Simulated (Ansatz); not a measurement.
# Li2PdN2: relaxing a made-up structure

This structure for Li2PdN2 is made up. Its elements were placed in a known structure type with a cell scaled to their sizes. What cell does the guess relax to, and how far off was it?

Method: DFT, PBEsol, plane-wave PAW, files of the set soft_1, scalar-relativistic, no spin, cell and ions relaxed at zero pressure; PAW set soft_1, in the first sound run; inputs show where later runs differ, in Ansatz 0.2.0.

## (1) The structure

The structure is trigonal, space group P-3m1 (No. 164). Conventional cell: a = 3.328 Å, b = 3.328 Å, c = 5.101 Å, α = 90.00°, β = 90.00°, γ = 120.00°. Nearest to Pd lie 6 N at 2.22 Å. Nearest to N lie 4 Li at 2.04 to 2.21 Å and 3 Pd at 2.22 Å. Nearest to Li lie 4 N at 2.04 to 2.21 Å. Farther neighbours and most contacts between anions are not listed.

## (2) Relaxation of the guess

The guess takes its coordinates from another compound and its volume from a rule, so the cell and any free coordinates are relaxed together.

input.yaml reads:

```yaml
crystal:
  lattice:
    - [3.328, 0.0, 0.0]
    - [-1.664, 2.882132544, 0.0]
    - [0.0, 0.0, 5.101]
  atoms:
    - { symbol: Pd, position: [0.0, 0.0, 0.0] }
    - { symbol: "N", position: [0.333333333, 0.666666667, 0.2173] }
    - { symbol: "N", position: [0.666666667, 0.333333333, 0.7827] }
    - { symbol: Li, position: [0.333333333, 0.666666667, 0.6507] }
    - { symbol: Li, position: [0.666666667, 0.333333333, 0.3493] }
kpoints:
  mp_grid: { grid: [9, 9, 5] }
scf:
  occupations: { method: fermi_dirac, width: 0.05 }
hamiltonian:
  xc: pbesol
  pseudopotentials: { kind: paw, azcp: { folder: soft_1 }, xc_functional: pbe }
relax:
  f_tol: 0.015
  max_steps: 70
  cell: {}
output:
  forces: true
  stress: true
```

On the command line:

```sh
$ ansatz run input.yaml --threads 4 --pin off --max-ram 8192MiB --backend cpu --events-out ev --progress --plain --runs-dir out
```

Numbers of over 12 decimals in the logs are rounded to 6 here.

Log:

```text
Engine: ansatz 0.2.0, aarch64-unknown-linux-gnu
Pseudopotentials: kind: paw
Pseudopotential: Pd, paw, valence charge 18, recommended cutoff 420 eV (normal), soft_1/Pd.paw.azcp
Pseudopotential: N, paw, valence charge 5, recommended cutoff 420 eV (normal), soft_1/N.paw.azcp
Pseudopotential: Li, paw, valence charge 3, recommended cutoff 420 eV (normal), soft_1/Li.paw.azcp
Functional definition: PBEsol
  exchange = pbesol_x
  correlation = pbesol_c
Crystal: 5 atoms, lattice volume = 48.927 Å³
Basis set: ecut = 420 eV, 953 PW (Γ), exchange–correlation on 48×48×72 points (8 copies of the dense FFT grid, shifted against one another)
Bands: 22, of which v1, the nominal top of the filled ones, is band 17 counted from 1 (16 counted from 0)
Symmetry: 12 space group operations
Space group: P-3m1 (ITA 164), of the structure as read, at distance tolerance 3.7e-5 Å
k-points: 50 of 405
Non-local potential: Pd, projectors of the file, l = 0: 2, l = 1: 2, l = 2: 2, l = 3: 1
Non-local potential: N, projectors of the file, l = 0: 2, l = 1: 2, l = 2: 1
Non-local potential: Li, projectors of the file, l = 0: 3, l = 1: 2, l = 2: 1
PAW form: soft (Blöchl's): semilocal exchange-correlation on the pseudo side does not see the compensation charge
PAW frozen core: Pd, regenerated for the run's functional, and the local potential with it (the file was generated under x = pbe(κ = 0.804, μ = 0.219515), c = pbe(β = 0.066725))
PAW frozen core: N, regenerated for the run's functional, and the local potential with it (the file was generated under x = pbe(κ = 0.804, μ = 0.219515), c = pbe(β = 0.066725))
PAW one-centre angular grid: Pd, 590 points (default); XC on 64 Gauss nodes
PAW one-centre angular grid: N, 110 points (default); XC on 64 Gauss nodes
PAW one-centre angular grid: Li, 110 points (default); XC on 64 Gauss nodes
Initial density: superposition of atomic densities (chi_scale 0.1, normalization cell, long waves kept (reshape's long-wave potential 0.01 eV rms))
Initial wavefunctions: pseudopotential atomic-orbital guess
Functional: x = pbesol(κ = 0.804, μ = 0.123457), c = pbesol(β = 0.046)
SCF iter   1: F=—  HF=-8076.438437 eV  |F-HF|=—  |Δ(HF+E_count)|=         —  Δρ=2.26e-1  dr2=4.19e1  ethr=3.10e-3  ⟨swp⟩=5.2  Hψ=4179  notcnv=0
preconditioner: auto → Resta (q_TF=auto, 2.568 Å⁻¹)  ε∞=7.6  [insulator: Δε(μ)=0.866 eV  Ē_g=9.713 eV  σ=0.050 eV  W_gap=1.00  n_scr=22 (ndim 8)  ℏωp=24.9 eV  f_vac=0.000  D(μ)=0.00/eV (n_scr^D=0)  ε∞_Penn≈7.6]
SCF iter   2: F=—  HF=-8070.935784 eV  |F-HF|=—  |Δ(HF+E_count)|=    5.50e0  Δρ=8.91e-2  dr2=7.92e0  ethr=3.10e-3  ⟨swp⟩=3.0  Hψ=2814  notcnv=0  defer=5
SCF iter   3: F=—  HF=-8069.572296 eV  |F-HF|=—  |Δ(HF+E_count)|=    1.36e0  Δρ=1.86e-2  dr2=1.55e-1  ethr=3.10e-3  ⟨swp⟩=3.1  Hψ=2139  notcnv=0  defer=5
SCF iter   4: F=—  HF=-8069.524879 eV  |F-HF|=—  |Δ(HF+E_count)|=   4.74e-2  Δρ=4.50e-3  dr2=1.59e-2  ethr=4.57e-4  ⟨swp⟩=3.0  Hψ=2339  notcnv=0  defer=3
SCF iter   5: F=—  HF=-8069.522770 eV  |F-HF|=—  |Δ(HF+E_count)|=   2.11e-3  Δρ=1.09e-3  dr2=6.07e-4  ethr=4.66e-5  ⟨swp⟩=1.8  Hψ=1279  notcnv=0  defer=3
SCF iter   6: F=—  HF=-8069.522807 eV  |F-HF|=—  |Δ(HF+E_count)|=   3.71e-5  Δρ=2.31e-4  dr2=2.86e-5  ethr=1.79e-6  ⟨swp⟩=2.1  Hψ=1757  notcnv=0  defer=3
SCF iter   7: F=—  HF=-8069.522854 eV  |F-HF|=—  |Δ(HF+E_count)|=   4.68e-5  Δρ=4.86e-5  dr2=1.54e-6  ethr=8.40e-8  ⟨swp⟩=2.7  Hψ=1754  notcnv=0  defer=3
SCF iter   8: F=—  HF=-8069.522854 eV  |F-HF|=—  |Δ(HF+E_count)|=   4.23e-7  Δρ=2.61e-5  dr2=3.40e-7  ethr=2.94e-10  ⟨swp⟩=4.2  Hψ=3566  notcnv=0
SCF iter   9: F=-8069.522854 eV  HF=-8069.522854 eV  |F-HF|=1.21e-8  |Δ(HF+E_count)|=   1.86e-8  Δρ=6.62e-6  dr2=2.55e-8  ethr=2.94e-10  ⟨swp⟩=4.0  Hψ=3448  notcnv=0
SCF 1 converged in 9 iterations: F = -8069.522854 eV  dr2 = 2.55e-8
  greatest PAW one-centre occupation: 1.000 electrons in one spin orbital (limit 2), on the Li atom at site 4 (counted from 0), in its partial waves of l = 0
relax step   1: F+E_penalty+E_count = -8069.52285446 eV  Δ(F+E_penalty+E_count) = +0.000e0 eV  max|allowed force component| = 7.770e-1 eV/Å  Δτ_max = 0.0000 Å  P = -13.371 GPa  Ω = 48.927 Å³  (9 SCF iters, dr2 threshold 1.00e-7 eV, accepted)
Crystal: 5 atoms, lattice volume = 45.901 Å³
Basis set: ecut = 420 eV, 905 PW (Γ), exchange–correlation on 48×48×72 points (8 copies of the dense FFT grid, shifted against one another)
Initial density: handed on by an earlier stage of this run
Initial wavefunctions: those handed on with the density
iter 1 solved again at ethr=1.75e-3 eV; its pass at ethr=3.10e-3 eV (dr2=5.96e-1 eV) is discarded
SCF iter   1: F=—  HF=-8069.847100 eV  |F-HF|=—  |Δ(HF+E_count)|=         —  Δρ=2.92e-2  dr2=5.97e-1  ethr=1.75e-3  ⟨swp⟩=1.0  Hψ=5720  notcnv=0
preconditioner: auto → Resta (q_TF=auto, 2.595 Å⁻¹)  ε∞=6.9  [insulator: Δε(μ)=0.978 eV  Ē_g=10.624 eV  σ=0.050 eV  W_gap=1.00  n_scr=22 (ndim 8)  ℏωp=25.7 eV  f_vac=0.011  D(μ)=0.00/eV (n_scr^D=0)  ε∞_Penn≈6.9]
SCF iter   2: F=—  HF=-8069.772093 eV  |F-HF|=—  |Δ(HF+E_count)|=   7.50e-2  Δρ=1.81e-2  dr2=1.36e-1  ethr=1.75e-3  ⟨swp⟩=2.1  Hψ=1685  notcnv=0
SCF iter   3: F=—  HF=-8069.749199 eV  |F-HF|=—  |Δ(HF+E_count)|=   2.29e-2  Δρ=3.59e-3  dr2=9.78e-3  ethr=4.01e-4  ⟨swp⟩=2.1  Hψ=1793  notcnv=0  defer=9
SCF iter   4: F=—  HF=-8069.746356 eV  |F-HF|=—  |Δ(HF+E_count)|=   2.84e-3  Δρ=6.32e-4  dr2=3.59e-4  ethr=2.88e-5  ⟨swp⟩=2.0  Hψ=1745  notcnv=0  defer=9
SCF iter   5: F=—  HF=-8069.746251 eV  |F-HF|=—  |Δ(HF+E_count)|=   1.05e-4  Δρ=2.14e-4  dr2=2.32e-5  ethr=1.05e-6  ⟨swp⟩=2.0  Hψ=1514  notcnv=0  defer=9
SCF iter   6: F=—  HF=-8069.746249 eV  |F-HF|=—  |Δ(HF+E_count)|=   1.85e-6  Δρ=5.41e-5  dr2=1.08e-6  ethr=6.81e-8  ⟨swp⟩=2.2  Hψ=1746  notcnv=0  defer=9
SCF iter   7: F=-8069.746249 eV  HF=-8069.746249 eV  |F-HF|=1.24e-9  |Δ(HF+E_count)|=   2.55e-7  Δρ=7.02e-6  dr2=1.95e-8  ethr=1.47e-9  ⟨swp⟩=4.0  Hψ=3335  notcnv=0
SCF 2 converged in 7 iterations: F = -8069.746249 eV  dr2 = 1.95e-8
relax step   2: F+E_penalty+E_count = -8069.74624927 eV  Δ(F+E_penalty+E_count) = -2.234e-1 eV  max|allowed force component| = 6.187e-2 eV/Å  Δτ_max = 0.0368 Å  P = -4.295 GPa  Ω = 45.901 Å³  energy of the carried Pulay correction = +4.690e-3 eV  (7 SCF iters, dr2 threshold 5.00e-7 eV, accepted)
Crystal: 5 atoms, lattice volume = 44.423 Å³
Basis set: ecut = 420 eV, 857 PW (Γ), exchange–correlation on 48×48×72 points (8 copies of the dense FFT grid, shifted against one another)
iter 1 solved again at ethr=4.07e-4 eV; its pass at ethr=3.10e-3 eV (dr2=1.38e-1 eV) is discarded
SCF iter   1: F=—  HF=-8069.795833 eV  |F-HF|=—  |Δ(HF+E_count)|=         —  Δρ=1.39e-2  dr2=1.39e-1  ethr=4.07e-4  ⟨swp⟩=1.0  Hψ=5663  notcnv=0
preconditioner: auto → Resta (q_TF=auto, 2.609 Å⁻¹)  ε∞=6.7  [insulator: Δε(μ)=1.017 eV  Ē_g=10.911 eV  σ=0.050 eV  W_gap=1.00  n_scr=22 (ndim 8)  ℏωp=26.1 eV  f_vac=0.010  D(μ)=0.00/eV (n_scr^D=0)  ε∞_Penn≈6.7]
SCF iter   2: F=—  HF=-8069.778325 eV  |F-HF|=—  |Δ(HF+E_count)|=   1.75e-2  Δρ=6.40e-3  dr2=3.68e-2  ethr=4.07e-4  ⟨swp⟩=2.0  Hψ=1231  notcnv=0
SCF iter   3: F=—  HF=-8069.771499 eV  |F-HF|=—  |Δ(HF+E_count)|=   6.83e-3  Δρ=9.45e-4  dr2=7.34e-4  ethr=1.08e-4  ⟨swp⟩=2.1  Hψ=1525  notcnv=0
SCF iter   4: F=—  HF=-8069.771384 eV  |F-HF|=—  |Δ(HF+E_count)|=   1.14e-4  Δρ=2.59e-4  dr2=2.19e-5  ethr=2.16e-6  ⟨swp⟩=2.1  Hψ=1458  notcnv=0
SCF iter   5: F=—  HF=-8069.771373 eV  |F-HF|=—  |Δ(HF+E_count)|=   1.14e-5  Δρ=6.39e-5  dr2=2.08e-6  ethr=6.44e-8  ⟨swp⟩=2.4  Hψ=1973  notcnv=0
SCF iter   6: F=-8069.771373 eV  HF=-8069.771373 eV  |F-HF|=4.30e-9  |Δ(HF+E_count)|=   3.70e-9  Δρ=1.19e-5  dr2=6.56e-8  ethr=1.47e-9  ⟨swp⟩=4.0  Hψ=3386  notcnv=0
SCF 3 converged in 6 iterations: F = -8069.771373 eV  dr2 = 6.56e-8
relax step   3: F+E_penalty+E_count = -8069.77137308 eV  Δ(F+E_penalty+E_count) = -2.512e-2 eV  max|allowed force component| = 9.030e-2 eV/Å  Δτ_max = 0.0160 Å  P = +1.038 GPa  Ω = 44.423 Å³  energy of the carried Pulay correction = +7.092e-3 eV  (6 SCF iters, dr2 threshold 5.00e-7 eV, accepted)
Crystal: 5 atoms, lattice volume = 44.656 Å³
Basis set: ecut = 420 eV, 881 PW (Γ), exchange–correlation on 48×48×72 points (8 copies of the dense FFT grid, shifted against one another)
iter 1 solved again at ethr=1.33e-5 eV; its pass at ethr=3.10e-3 eV (dr2=4.51e-3 eV) is discarded
SCF iter   1: F=—  HF=-8069.772924 eV  |F-HF|=—  |Δ(HF+E_count)|=         —  Δρ=2.68e-3  dr2=4.74e-3  ethr=1.33e-5  ⟨swp⟩=1.0  Hψ=4700  notcnv=0
preconditioner: auto → Resta (q_TF=auto, 2.607 Å⁻¹)  ε∞=6.7  [insulator: Δε(μ)=0.949 eV  Ē_g=10.929 eV  σ=0.050 eV  W_gap=1.00  n_scr=22 (ndim 8)  ℏωp=26.1 eV  f_vac=0.014  D(μ)=0.00/eV (n_scr^D=0)  ε∞_Penn≈6.7]
SCF iter   2: F=—  HF=-8069.772271 eV  |F-HF|=—  |Δ(HF+E_count)|=   6.53e-4  Δρ=1.53e-3  dr2=9.22e-4  ethr=1.33e-5  ⟨swp⟩=2.1  Hψ=1455  notcnv=0
SCF iter   3: F=—  HF=-8069.772115 eV  |F-HF|=—  |Δ(HF+E_count)|=   1.56e-4  Δρ=3.17e-4  dr2=7.27e-5  ethr=2.71e-6  ⟨swp⟩=2.6  Hψ=1699  notcnv=0
SCF iter   4: F=—  HF=-8069.772089 eV  |F-HF|=—  |Δ(HF+E_count)|=   2.55e-5  Δρ=6.74e-5  dr2=3.25e-6  ethr=2.14e-7  ⟨swp⟩=2.2  Hψ=1593  notcnv=0
SCF iter   5: F=-8069.772088 eV  HF=-8069.772088 eV  |F-HF|=2.78e-8  |Δ(HF+E_count)|=   9.20e-7  Δρ=1.86e-5  dr2=1.62e-7  ethr=1.47e-9  ⟨swp⟩=4.0  Hψ=3454  notcnv=0
SCF 4 converged in 5 iterations: F = -8069.772088 eV  dr2 = 1.62e-7
relax step   4: F+E_penalty+E_count = -8069.77208847 eV  Δ(F+E_penalty+E_count) = -7.154e-4 eV  max|allowed force component| = 6.727e-3 eV/Å  Δτ_max = 0.0044 Å  P = -0.046 GPa  Ω = 44.656 Å³  energy of the carried Pulay correction = +6.708e-3 eV  (5 SCF iters, dr2 threshold 5.00e-7 eV, accepted)
Crystal: 5 atoms, lattice volume = 44.650 Å³
iter 1 solved again at ethr=2.30e-8 eV; its pass at ethr=3.10e-3 eV (dr2=7.83e-6 eV) is discarded
SCF iter   1: F=—  HF=-8069.772110 eV  |F-HF|=—  |Δ(HF+E_count)|=         —  Δρ=1.30e-4  dr2=7.77e-6  ethr=2.30e-8  ⟨swp⟩=2.8  Hψ=5328  notcnv=0
preconditioner: auto → Resta (q_TF=auto, 2.607 Å⁻¹)  ε∞=6.7  [insulator: Δε(μ)=0.962 eV  Ē_g=10.923 eV  σ=0.050 eV  W_gap=1.00  n_scr=22 (ndim 8)  ℏωp=26.1 eV  f_vac=0.014  D(μ)=0.00/eV (n_scr^D=0)  ε∞_Penn≈6.7]
SCF iter   2: F=—  HF=-8069.772105 eV  |F-HF|=—  |Δ(HF+E_count)|=   5.62e-6  Δρ=6.28e-5  dr2=2.02e-6  ethr=2.29e-8  ⟨swp⟩=2.1  Hψ=1518  notcnv=0
SCF iter   3: F=—  HF=-8069.772105 eV  |F-HF|=—  |Δ(HF+E_count)|=   2.78e-7  Δρ=2.19e-5  dr2=2.43e-7  ethr=5.95e-9  ⟨swp⟩=2.5  Hψ=1872  notcnv=0
SCF iter   4: F=—  HF=-8069.772105 eV  |F-HF|=—  |Δ(HF+E_count)|=   4.25e-8  Δρ=6.92e-6  dr2=3.93e-8  ethr=7.15e-10  ⟨swp⟩=2.0  Hψ=1468  notcnv=0
SCF iter   5: F=-8069.772105 eV  HF=-8069.772105 eV  |F-HF|=1.39e-10  |Δ(HF+E_count)|=   7.09e-9  Δρ=1.62e-6  dr2=9.37e-10  ethr=3.35e-11  ⟨swp⟩=4.0  Hψ=3350  notcnv=0
SCF 5 converged in 5 iterations: F = -8069.772105 eV  dr2 = 9.37e-10
relax step   5: F+E_penalty+E_count = -8069.77210455 eV  Δ(F+E_penalty+E_count) = -1.608e-5 eV  max|allowed force component| = 8.387e-4 eV/Å  Δτ_max = 0.0004 Å  P = +0.003 GPa  Ω = 44.650 Å³  energy of the carried Pulay correction = +6.718e-3 eV  (5 SCF iters, dr2 threshold 1.14e-8 eV, accepted)
Initial wavefunctions: pseudopotential atomic-orbital guess (no wavefunctions were taken with the density)
iter 1 solved again at ethr=5.18e-8 eV; its pass at ethr=3.10e-3 eV (dr2=1.76e-5 eV) is discarded
SCF iter   1: F=—  HF=-8069.767705 eV  |F-HF|=—  |Δ(HF+E_count)|=         —  Δρ=3.11e-4  dr2=6.27e-6  ethr=5.18e-8  ⟨swp⟩=2.7  Hψ=7450  notcnv=0
preconditioner: auto → Resta (q_TF=auto, 2.607 Å⁻¹)  ε∞=6.7  [insulator: Δε(μ)=0.962 eV  Ē_g=10.922 eV  σ=0.050 eV  W_gap=1.00  n_scr=22 (ndim 8)  ℏωp=26.1 eV  f_vac=0.014  D(μ)=0.00/eV (n_scr^D=0)  ε∞_Penn≈6.7]
SCF iter   2: F=—  HF=-8069.767709 eV  |F-HF|=—  |Δ(HF+E_count)|=   4.18e-6  Δρ=1.62e-4  dr2=2.56e-6  ethr=1.84e-8  ⟨swp⟩=2.9  Hψ=1926  notcnv=0
SCF iter   3: F=—  HF=-8069.767710 eV  |F-HF|=—  |Δ(HF+E_count)|=   9.58e-8  Δρ=7.26e-5  dr2=6.10e-7  ethr=7.54e-9  ⟨swp⟩=2.3  Hψ=1517  notcnv=0
SCF iter   4: F=—  HF=-8069.767710 eV  |F-HF|=—  |Δ(HF+E_count)|=   4.33e-7  Δρ=5.96e-6  dr2=3.78e-9  ethr=1.79e-9  ⟨swp⟩=3.0  Hψ=1957  notcnv=0
SCF iter   5: F=—  HF=-8069.767710 eV  |F-HF|=—  |Δ(HF+E_count)|=   3.63e-9  Δρ=1.22e-6  dr2=6.96e-10  ethr=1.11e-11  ⟨swp⟩=2.3  Hψ=1914  notcnv=0
SCF iter   6: F=-8069.767710 eV  HF=-8069.767710 eV  |F-HF|=0.00e0  |Δ(HF+E_count)|=  1.36e-11  Δρ=1.71e-7  dr2=1.03e-11  ethr=1.00e-12  ⟨swp⟩=3.0  Hψ=3889  notcnv=0
SCF 6 converged in 6 iterations: F = -8069.767710 eV  dr2 = 1.03e-11
relax step   6: F+E_penalty+E_count = -8069.76770998 eV  Δ(F+E_penalty+E_count) = +4.395e-3 eV  max|allowed force component| = 8.368e-4 eV/Å  Δτ_max = 0.0000 Å  P = -0.147 GPa  Ω = 44.650 Å³  stress off target by 1.74e-1 GPa  SCF on the basis re-selected at this cell (its energy is not comparable with the rows above)  (6 SCF iters)
basis re-selected at this cell: Δ(F+E_penalty+E_count) = +4.395e-3 eV, ΔP = -0.150 GPa vs the last step (what re-selecting the basis moved, of the pressure what is left beyond the Pulay correction that the steps carried, after the strain that the cell walked since its last selection, with what the two solves' SCF thresholds leave and, on support functions, any second-order correction that the steps lacked; it is no m [...]
Crystal: 5 atoms, lattice volume = 44.604 Å³
iter 1 solved again at ethr=3.02e-7 eV; its pass at ethr=3.10e-3 eV (dr2=1.03e-4 eV) is discarded
SCF iter   1: F=—  HF=-8069.767834 eV  |F-HF|=—  |Δ(HF+E_count)|=         —  Δρ=3.65e-4  dr2=1.07e-4  ethr=3.02e-7  ⟨swp⟩=1.0  Hψ=4406  notcnv=0
preconditioner: auto → Resta (q_TF=auto, 2.608 Å⁻¹)  ε∞=6.7  [insulator: Δε(μ)=0.966 eV  Ē_g=10.929 eV  σ=0.050 eV  W_gap=1.00  n_scr=22 (ndim 8)  ℏωp=26.1 eV  f_vac=0.014  D(μ)=0.00/eV (n_scr^D=0)  ε∞_Penn≈6.7]
SCF iter   2: F=—  HF=-8069.767823 eV  |F-HF|=—  |Δ(HF+E_count)|=   1.09e-5  Δρ=2.25e-4  dr2=1.92e-5  ethr=3.02e-7  ⟨swp⟩=2.1  Hψ=1380  notcnv=0
SCF iter   3: F=—  HF=-8069.767810 eV  |F-HF|=—  |Δ(HF+E_count)|=   1.30e-5  Δρ=6.30e-5  dr2=3.91e-6  ethr=5.64e-8  ⟨swp⟩=2.7  Hψ=1790  notcnv=0
SCF iter   4: F=—  HF=-8069.767809 eV  |F-HF|=—  |Δ(HF+E_count)|=   1.14e-6  Δρ=1.29e-5  dr2=1.34e-7  ethr=1.15e-8  ⟨swp⟩=2.4  Hψ=1456  notcnv=0
SCF iter   5: F=-8069.767809 eV  HF=-8069.767809 eV  |F-HF|=2.33e-9  |Δ(HF+E_count)|=   3.90e-8  Δρ=3.24e-6  dr2=6.25e-9  ethr=2.22e-10  ⟨swp⟩=4.0  Hψ=3424  notcnv=0
SCF 7 converged in 5 iterations: F = -8069.767809 eV  dr2 = 6.25e-9
relax step   7: F+E_penalty+E_count = -8069.76780919 eV  Δ(F+E_penalty+E_count) = -9.921e-5 eV  max|allowed force component| = 1.599e-3 eV/Å  Δτ_max = 0.0005 Å  P = +0.009 GPa  Ω = 44.604 Å³  energy of the carried Pulay correction = +7.774e-5 eV  (5 SCF iters, dr2 threshold 7.55e-8 eV, accepted)
iter 1 solved again at ethr=7.33e-8 eV; its pass at ethr=3.10e-3 eV (dr2=2.49e-5 eV) is discarded
SCF iter   1: F=—  HF=-8069.767749 eV  |F-HF|=—  |Δ(HF+E_count)|=         —  Δρ=5.42e-6  dr2=5.48e-9  ethr=7.33e-8  ⟨swp⟩=2.8  Hψ=7382  notcnv=0
eigensolver tolerance schedule: the retry pair's looser diagonalisation over-reported the residual by 4549.78 of it (diagonalisation noise at 0.12 of the residual, at the tolerance the schedule requests for it); recorded, not acted on — ethr = c·dr2/N_el stays at c = 1.0e-1
preconditioner: auto → Resta (q_TF=auto, 2.608 Å⁻¹)  ε∞=6.7  [insulator: Δε(μ)=0.964 eV  Ē_g=10.930 eV  σ=0.050 eV  W_gap=1.00  n_scr=22 (ndim 8)  ℏωp=26.1 eV  f_vac=0.014  D(μ)=0.00/eV (n_scr^D=0)  ε∞_Penn≈6.7]
SCF iter   2: F=—  HF=-8069.767744 eV  |F-HF|=—  |Δ(HF+E_count)|=   4.47e-6  Δρ=3.09e-6  dr2=4.47e-9  ethr=1.61e-11  ⟨swp⟩=2.5  Hψ=2025  notcnv=0
SCF iter   3: F=—  HF=-8069.767744 eV  |F-HF|=—  |Δ(HF+E_count)|=  2.26e-10  Δρ=1.76e-6  dr2=1.33e-9  ethr=1.32e-11  ⟨swp⟩=1.8  Hψ=1403  notcnv=0
SCF iter   4: F=—  HF=-8069.767744 eV  |F-HF|=—  |Δ(HF+E_count)|=  3.27e-11  Δρ=9.12e-7  dr2=3.52e-10  ethr=3.92e-12  ⟨swp⟩=2.2  Hψ=1622  notcnv=0
SCF iter   5: F=-8069.767744 eV  HF=-8069.767744 eV  |F-HF|=1.82e-12  |Δ(HF+E_count)|=  2.46e-11  Δρ=2.34e-7  dr2=1.93e-11  ethr=1.00e-12  ⟨swp⟩=2.4  Hψ=3910  notcnv=0
SCF 8 converged in 5 iterations: F = -8069.767744 eV  dr2 = 1.93e-11
relax step   8: F+E_penalty+E_count = -8069.76774449 eV  Δ(F+E_penalty+E_count) = +6.470e-5 eV  max|allowed force component| = 1.554e-3 eV/Å  Δτ_max = 0.0000 Å  P = +0.007 GPa  Ω = 44.604 Å³  stress off target by 8.99e-3 GPa  SCF on the basis re-selected at this cell (its energy is not comparable with the rows above)  (5 SCF iters)
basis re-selected at this cell: Δ(F+E_penalty+E_count) = +6.470e-5 eV, ΔP = -0.002 GPa vs the last step (what re-selecting the basis moved, of the pressure what is left beyond the Pulay correction that the steps carried, after the strain that the cell walked since its last selection, with what the two solves' SCF thresholds leave and, on support functions, any second-order correction that the steps lacked; it is no m [...]
SCF converged after 5 iterations
Free energy (F): -8069.767744 eV
Harris-Foulkes:  -8069.767744 eV  (|F-HF|=1.82e-12)
Internal energy: -8069.767737 eV  (E = F + TS)
E sigma→0 (E₀):  -8069.767741 eV
Entropy (-TS):   -0.000007 eV (-0.001 meV/atom)
Fermi energy:    11.322172 eV
--- Per-component energies (eV) ---
  E_band       = -401.184667
  E_kinetic    = 732.638377
  E_local      = -3456.289044  (includes V_loc(G=0)·N_el)
  E_nonlocal   = 403.032018
  E_hartree    = 1380.980436
  E_xc         = -273.829537
  E_vxc        = -348.610427  (∫ρ·V_xc dr)
  E_paw        = -4032.882482  (= ΣΔE_a)
  E_vpaw       = -493.918646  (= ΣTr[D̂ρ^β])
  E_aug_tail   = 0.002303  (compensation charges beyond the density's cutoff)
  E_ewald      = -2823.778531
  E_core_change = 0.358723  (= ΣΔE_core)
  E_smearing   = -0.000007  (= −TS)
  E_closure    = 0.000000  (closes the sum)
  Σ components = -8069.767744   (vs F -8069.767744, Δ=0.00e0)
--- Forces (eV/Å), atoms counted from 1 ---
  atom   1  Pd     0.00000000     0.00000000     0.00000000
  atom   2  N      0.00000000     0.00000000    -0.00080286
  atom   3  N     -0.00000000     0.00000000     0.00080286
  atom   4  Li     0.00000000    -0.00000000    -0.00155438
  atom   5  Li    -0.00000000     0.00000000     0.00155438
  max |Σ_I F_I| component: 4.63e-18 eV/Å
--- Stress (GPa, compression-positive) ---
        0.006103      -0.000000      -0.000000
        0.000000       0.006103       0.000000
       -0.000000       0.000000       0.008989
  P = ⅓ Tr σ = 0.0071 GPa (0.071 kbar)
--- Relaxed structure (6 steps of the walk, 6 accepted, 2 SCFs on fresh bases) ---
  F+E_penalty+E_count = -8069.76774449 eV   max|allowed force component| = 1.554e-3 eV/Å   (the final SCF, on the basis selected at the relaxed cell)
  cell:  # Å, volume = 44.6042 Å³
    - [3.189240, 0, 0]
    - [-1.594620, 2.761963, 0]
    - [0, 0, 5.063728]
  atoms:
    - { symbol: Pd, position: [0, 0, -1.2540272138138554e-19] }
    - { symbol: N, position: [0.333333, 0.666667, 0.211743] }
    - { symbol: N, position: [0.666667, 0.333333, 0.788257] }
    - { symbol: Li, position: [0.333333, 0.666667, 0.644487] }
    - { symbol: Li, position: [0.666667, 0.333333, 0.355513] }
```

Elapsed: 4.6 s, on 4 threads of Arm Neoverse V2, shared host; peak memory 0.34 GiB; 16 s of CPU time.

(Part 1 of 2 ends here.)

[Logs are printed without paths, hosts, clocks, repeated set-up lines and the standing remarks that a program may print on its own settings, such as how far it seeks lower states.]

[Hosts, paths, dates, database ids (printed as entryN), source tags and the programs' standing remarks are cut or masked in the printed files.]
